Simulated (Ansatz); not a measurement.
# HC2SClOF2: which shell does photoemission see at 150 and 1486.7 eV? (LDA)

The valence band of HC2SClOF2 mixes several shells. Work out by hand which one leads the spectrum's area at each photon energy.

Filled states come from the projected DOS of Ansatz 0.2.0 (LDA, plane waves); cross sections σ and asymmetry parameters β are those of free atoms in a Dirac–Hartree–Slater calculation. A shell's area is states × σ × angular factor, which is 1 − β·P₂(cos θ)/2 for unpolarised light, with θ = 54.7° from the beam and P₂ = 0.001.

**At 150 eV** (states counted from 26.9 eV below the zero; other shells add 3.2 to the products' sum of 17.2):

| shell | filled states a cell | cross section (Mb an electron) | β | angular factor | product | share by hand (%) | share in the simulated spectrum (%) |
| --- | --- | --- | --- | --- | --- | --- | --- |
| Cl 3p | 20.38 | 0.0883 | 1.57 | 1.00 | 1.8 | 10 | 10 |
| F 2s | 14.75 | 0.171 | 2.00 | 1.00 | 2.52 | 15 | 15 |
| F 2p | 42.97 | 0.157 | 1.49 | 1.00 | 6.73 | 39 | 39 |
| O 2p | 18.64 | 0.0983 | 1.46 | 1.00 | 1.83 | 11 | 11 |
| S 3p | 16.75 | 0.0706 | 1.59 | 1.00 | 1.18 | 7 | 7 |

**At 1486.7 eV** (states counted from 26.9 eV below the zero; other shells add 0.025 to the products' sum of 0.0642):

| shell | filled states a cell | cross section (Mb an electron) | β | angular factor | product | share by hand (%) | share in the simulated spectrum (%) |
| --- | --- | --- | --- | --- | --- | --- | --- |
| Cl 3p | 20.38 | 0.00038 | 1.17 | 1.00 | 0.00775 | 12 | 12 |
| F 2s | 14.75 | 0.00141 | 2.00 | 1.00 | 0.0208 | 32 | 32 |
| F 2p | 42.97 | 0.000125 | 0.60 | 1.00 | 0.00538 | 8 | 8 |
| O 2p | 18.64 | 6.28e-05 | 0.51 | 1.00 | 0.00117 | 2 | 2 |
| S 3p | 16.75 | 0.000255 | 1.12 | 1.00 | 0.00427 | 7 | 7 |

F 2p leads at 150 eV and F 2s at 1486.7 eV. Between the two energies σ of F 2p changes by a factor 8.0e-4 and that of F 2s by 0.0083, so their ratio moves 10-fold in favour of the second. The simulated spectrum uses the same rule on the energy-resolved DOS, so the two share columns agree within a few points.

Only crystals where the two columns agree within 4 points and the lead is clear are worked in this form. Free-atom cross sections ignore the solid's final states, no escape depth or background enters, and the count of states a shell hangs on the projection.
